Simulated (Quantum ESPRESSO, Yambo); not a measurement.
# Quasiparticle gap of PbO (P4/nmm) in Yambo, part 3 of 3

How does a plane-wave GW calculation on PbO (P4/nmm) run from the first input to the gap?

Quantum ESPRESSO 7.5 and Yambo 5.3.0; PBE and many-body steps on it, plane waves. Known limits of the many-body steps: not at the basis limit; no spin-orbit coupling; coarse k mesh.

So far. Step 3 (Bands along the symmetry lines): The gap is 1.139 eV, −0.001 eV from the run before at this level. Step 4 (Empty states on the mesh, 4×4×2 mesh, 145 bands): On this mesh the gap is 1.140 eV.

The database entry behind the starting cell differs from later determinations by our own check (c about 1 % long), so it need not match the best structure at ambient conditions.

## Step 6: Screening and self-energy, 4×4×2 mesh, 145 bands, screening to 149.7 eV

G0W0 replaces the xc potential by the self-energy, built once from these orbitals. Only a window of levels is corrected, while the sums run over the empty bands that the input names.

This step: G0W0 on PBE, plane waves, norm-conserving pseudopotentials.

gw1.in

```
HF_and_locXC
gw0
dyson
ppa
em1d
rim_cut
RandQpts= 1000000
RandGvec= 1 RL
EXXRLvcs= 76 Ry
VXCRLvcs= 304 Ry
Chimod= "HARTREE"
% BndsRnXp
 1 | 145 |
%
NGsBlkXp= 11 Ry
% LongDrXp
 1 | 1 | 1 |
%
% GbndRnge
 1 | 145 |
%
DysSolver= "n"
ExtendOut
PPAPntXp= 27.21138 eV
% QPkrange
 1 | 1 | 27 | 30 |
 11 | 11 | 27 | 30 |
%
```

Started as:

```console
> OMP_NUM_THREADS=1 mpirun -n 4 yambo -F gw1.in -J gw1 -C gw1 > gw1.log
```

Output:

```text
 Yambo, version 5.3.0

 [02] CORE Variables Setup
 =========================

  [... cell, symmetries and grids as in the set-up ...]

  [02.05] Energies & Occupations
  ==============================

  [X] === General ===
  [X] Electronic Temperature                        :  0.000000  0.000000 [eV K]
  [X] Bosonic    Temperature                        :  0.000000  0.000000 [eV K]
  [X] Finite Temperature mode                       : no
  [X] El. density                                   :  0.70435E+24 [cm-3]
  [X] Fermi Level                                   :  10.49034 [eV]

  [X] === Gaps and Widths ===
  [X] Conduction Band Min                           :  1.140379 [eV]
  [X] Valence Band Max                              :  0.000000 [eV]
  [X] Filled Bands                                  :  28
  [X] Empty Bands                                   :   29  145
  [X] Direct Gap                                    :  2.139783 [eV]
  [X] Direct Gap localized at k                     :  11
  [X] Indirect Gap                                  :  1.140379 [eV]
  [X] Indirect Gap between kpts                     :   1  11
  [X] Last valence band width                       :  1.733881 [eV]
  [X] 1st conduction band width                     :  2.397823 [eV]

 [03] Transferred momenta grid and indexing
 ==========================================

 IBZ Q-points                                      :  12
 BZ  Q-points                                      :   32

 K/Q-points units:
 rlu = crystal or reduced units; cc = cartesian coordinates; iku = interal k-units

 Q [ 1]         [rlu]:  0.000000  0.000000  0.000000
 Q [ 2]         [rlu]:  0.000000  0.000000 -0.500000
 Q [ 3]         [rlu]:  0.000000  0.250000  0.000000
 Q [ 4]         [rlu]:  0.000000  0.250000 -0.500000
 Q [ 5]         [rlu]:  0.000000 -0.500000  0.000000
 Q [ 6]         [rlu]:  0.000000 -0.500000 -0.500000
 Q [ 7]         [rlu]:  0.250000  0.250000  0.000000
 Q [ 8]         [rlu]:  0.250000  0.250000 -0.500000
 Q [ 9]         [rlu]:  0.250000 -0.500000  0.000000
 Q [10]         [rlu]:  0.250000 -0.500000 -0.500000
 Q [11]         [rlu]: -0.500000 -0.500000  0.000000
 Q [12]         [rlu]: -0.500000 -0.500000 -0.500000

 [04] Coloumb potential Random Integration (RIM)
 ===============================================

  [04.01] RIM initialization
  ==========================

  * Diagonal components only detected *

  8 x (sBL volume)        :  0.115581 [a.u.]
  sBZ random points       :  1000000
  Points outside the sBZ  :   7992674
  RL volume               :  0.462322 [a.u.]
  Integrated volume       :  0.462746 [a.u.]

  [04.02] RIM integrals
  =====================

  Gamma point sphere radius             :  0.088358 [a.u.]
  Points outside the sphere             :   799859
  [Int_sBZ(q=0) 1/q^2]*(Vol_sBZ)^(-1/3) =:  7.508321
                                 should be <:  7.795600

  Summary of Coulomb integrals for non-metallic bands |Q|[au] RIM/Bare

  Q [1] 0.100000E-4 0.963149 * Q [3] 0.209906 0.939180
  Q [7] 0.296853 0.985912 * Q [2] 0.327901 1.190425
  Q [4] 0.389333 1.098551 * Q [5] 0.419813 0.988250
  Q [8] 0.442313 1.058096 * Q [9] 0.469365 0.992508
  Q [6] 0.532693 1.023701 * Q [10] 0.572558 1.017510
  Q [11] 0.593705 0.996346 * Q [12] 0.678237 1.008321

 [05] Dipoles
 ============

  [05.01] Setup: observables and procedures
  =========================================

  [WARNING] [x,Vnl] slows the Dipoles computation. To neglect it rename the ns.kb_pp file

 [06] Dynamic Dielectric Matrix (PPA)
 ====================================

 [WR./gw1//ndb.pp]---------------------------------------------------------------
  Brillouin Zone Q/K grids (IBZ/BZ)                :   12   32   12   32
  RL vectors                                       :   7421 [WF]
  Coulomb cutoff potential                         : none
  Electronic Temperature                           :  0.000000 [K]
  Bosonic    Temperature                           :  0.000000 [K]
  PPA    diel. fun.  energies                      : Perdew, Burke & Ernzerhof(X)+Perdew, Burke & Ernzerhof(C)
  wavefunctions                                    : Perdew, Burke & Ernzerhof(X)+Perdew, Burke & Ernzerhof(C)
  Global Gauge                                     : length
  X matrix size                                    :   347
  X band range                                     :    1  145
  X e/h energy range                               : -1.000000 -1.000000 [eV]
  X Time ordering                                  : R
  X Hxc Kernel                                     : HARTREE
  X Drude frequency                                :  0.000000  0.000000
  X poles                                          :  100.0000 [o/o]
  RL vectors in the sum                            :   7421
  [r,Vnl] included                                 : yes
  Field direction                                  :  0.577350E-5  0.577350E-5  0.577350E-5
  BZ energy Double Grid                            : no
  BZ energy DbGd points                            : 0
  BZ Q point size factor                           : -1.000000
  X Optical Averaged directions                    : none

 [07] Local Exchange-Correlation + Non-Local Fock
 ================================================

 [VXC] Plane waves :   48109
 [EXS] Plane waves :   6039

 QP @ state[ 1 ] K range:  1  1
 QP @ state[ 1 ] b range:  27  30
 QP @ state[ 2 ] K range:  11  11
 QP @ state[ 2 ] b range:  27  30

 [xc] Functional : Perdew, Burke & Ernzerhof(X)+Perdew, Burke & Ernzerhof(C)
 [xc] LIBXC used to calculate xc functional
  PP Number of Atomic Species                      :  2
  NLCC RL compoments                               :   48109
  PP Number of Atomic Species                      :  2
  NLCC RL compoments                               :   48109

 [xc] E_xc :  -38.90205 [Ha]
      E_xc :  -77.80410 [Ry]

  Local XC kind (lXC) : Perdew, Burke & Ernzerhof(X)+Perdew, Burke & Ernzerhof(C)
  Non-Local XC kind (nlXC) : Hartree-Fock

  Corrections @ K [1] :  [eV]
 <27|nlXC|27> = -24.38335 -0.11372E-16 <27|lXC|27> = -19.64462 -0.18882E-15
 <28|nlXC|28> = -20.42666  0.18101E-16 <28|lXC|28> = -18.04757  0.000000
 <29|nlXC|29> = -8.474781  0.20639E-17 <29|lXC|29> = -12.42383  0.000000
 <30|nlXC|30> = -6.816510 -0.91485E-18 <30|lXC|30> = -11.34140 -0.18882E-15

  Corrections @ K [11] :  [eV]
 <27|nlXC|27> = -24.98336  0.88499E-17 <27|lXC|27> = -20.40860  0.11329E-14
 <28|nlXC|28> = -24.98355  0.61862E-17 <28|lXC|28> = -20.40860  0.18882E-15
 <29|nlXC|29> = -6.808481 -0.18865E-17 <29|lXC|29> = -10.08600 -0.94408E-16
 <30|nlXC|30> = -6.808487 -0.62993E-17 <30|lXC|30> = -10.08601  0.59005E-16

 [08] Dyson equation: Newton solver
 ==================================

  [08.01] G0W0 (W PPA)
  ====================

  [  GW  ] Bands range     :    1  145
  [GW/PPA] G damping       :  0.100000 [eV]

  QP @ state[ 1 ] K range:  1  1
  QP @ state[ 1 ] b range:  27  30
  QP @ state[ 2 ] K range:  11  11
  QP @ state[ 2 ] b range:  27  30

   Sc/G bands                                       :    1  145
   Sc/G damping                                     :  0.100000 ev
   Sc bands terminator                              : no
   Sx RL components                                 :   6039

   QP @ state[ 1 ] K range                          :  1  1
   QP @ state[ 1 ] b range                          :  27  30
   QP @ state[ 2 ] K range                          :  11  11
   QP @ state[ 2 ] b range                          :  27  30
   GF energies kind                                 : Perdew, Burke & Ernzerhof(X)+Perdew, Burke & Ernzerhof(C)
   GF WF`s kind                                     : Perdew, Burke & Ernzerhof(X)+Perdew, Burke & Ernzerhof(C)
   Xs energies kind                                 : Perdew, Burke & Ernzerhof(X)+Perdew, Burke & Ernzerhof(C)
   Xs WF`s kind                                     : Perdew, Burke & Ernzerhof(X)+Perdew, Burke & Ernzerhof(C)

 [11] Game Over & Game summary
```

Elapsed: 4.3 min, on 4 MPI ranks of Arm Neoverse V1, shared host; peak memory 2.3 GiB.

Numbers from this step:

| Property | Result |
| --- | --- |
| G0W0 gap on the points computed | 1.214 eV |
| starting gap on the mesh | 1.140 eV |
| k of the valence top | 0, 0, 0 |
| k of the conduction bottom | -0.5, -0.5, 0 |
| least direct G0W0 gap on the computed points | 2.095 eV |
| Z at the valence top | 0.7890 |
| Z at the conduction bottom | 0.8363 |

The gap on the mesh goes from 1.14 eV to 1.21 eV, a correction of +0.07 eV.

Limits: finite bands, cutoff and mesh; no spin-orbit coupling; coarse k mesh. v1 is the top filled band, c1 the lowest empty one. The levels before and after the correction (eV, zero at the valence-band top of each column):

```
           conduction bottom  valence top
Kohn-Sham               1.14         0.00
     G0W0               1.21         0.00
```

```
                         level  energy (eV)
Kohn-Sham                 Γ v2       -1.604
Kohn-Sham                 Γ v1        0.000
Kohn-Sham                 Γ c1        2.410
Kohn-Sham                 Γ c2        5.517
Kohn-Sham  (-0.5 -0.5 0) v2-v1       -0.999
Kohn-Sham  (-0.5 -0.5 0) c1-c2        1.140
     G0W0                 Γ v2       -1.605
     G0W0                 Γ v1        0.000
     G0W0                 Γ c1        2.822
     G0W0                 Γ c2        5.958
     G0W0  (-0.5 -0.5 0) v2-v1       -0.881
     G0W0  (-0.5 -0.5 0) c1-c2        1.215
```

## Step 7: Where the time went

Times are wall times on the hardware named with each run, good to a factor of about two.

```
                          step     time  share  memory (GiB)
                  ground state     34 s   10 %          0.42
bands along the symmetry lines     15 s    5 %          0.31
      empty states on the mesh     25 s    8 %          0.52
         conversion and set-up    2.6 s    1 %          0.24
     screening and self-energy  4.3 min   77 %           2.3
```

## Step 8: Summary of results

* PBE gap: 1.14 eV, indirect
* G0W0 gap on the mesh: 1.21 eV
* GW settings: 4×4×2 mesh, 145 bands, screening to 149.7 eV, Godby-Needs plasmon pole
* known limits: not at the basis limit; no spin-orbit coupling; coarse k mesh

**Reading.** G0W0 moves the gap on the mesh from 1.14 eV to 1.21 eV (+0.07 eV), with Z of 0.79 and 0.84 at the edges. Only 2 of the mesh's irreducible points were corrected, so a valley elsewhere could overtake. The dearest step here is «screening and self-energy». Bands and cutoff are finite, so the gap is not at the basis limit. The miss can reach some tenths of an eV and take either sign; the mesh is an error of its own. In the G0W0 run levels were corrected at 2 k points alone, so a gap called «on the mesh» is the least over those, and an edge elsewhere would be missed. The 4×4×2 mesh is coarse for this cell, which bears on the long-range parts of exchange and screening. Where an edge is built on 6p states of lead, bismuth or thallium, scalar-relativistic gaps usually stand too wide, by a few tenths to over one eV. The many-body steps are scalar-relativistic: spin-orbit coupling is not in them.

[Paths, hosts, dates, memory and timing lines, banners, echoed tables and standing remarks are left out of the program output.]

[Logs are printed without paths, hosts, clocks, repeated set-up lines and the standing remarks that a program may print on its own settings, such as how far it seeks lower states.]

[Runs of the session that timed out or met a known fault of the program may be left out.]

[Hosts, paths, dates, database ids (printed as entryN), source tags and the programs' standing remarks are cut or masked in the printed files.]
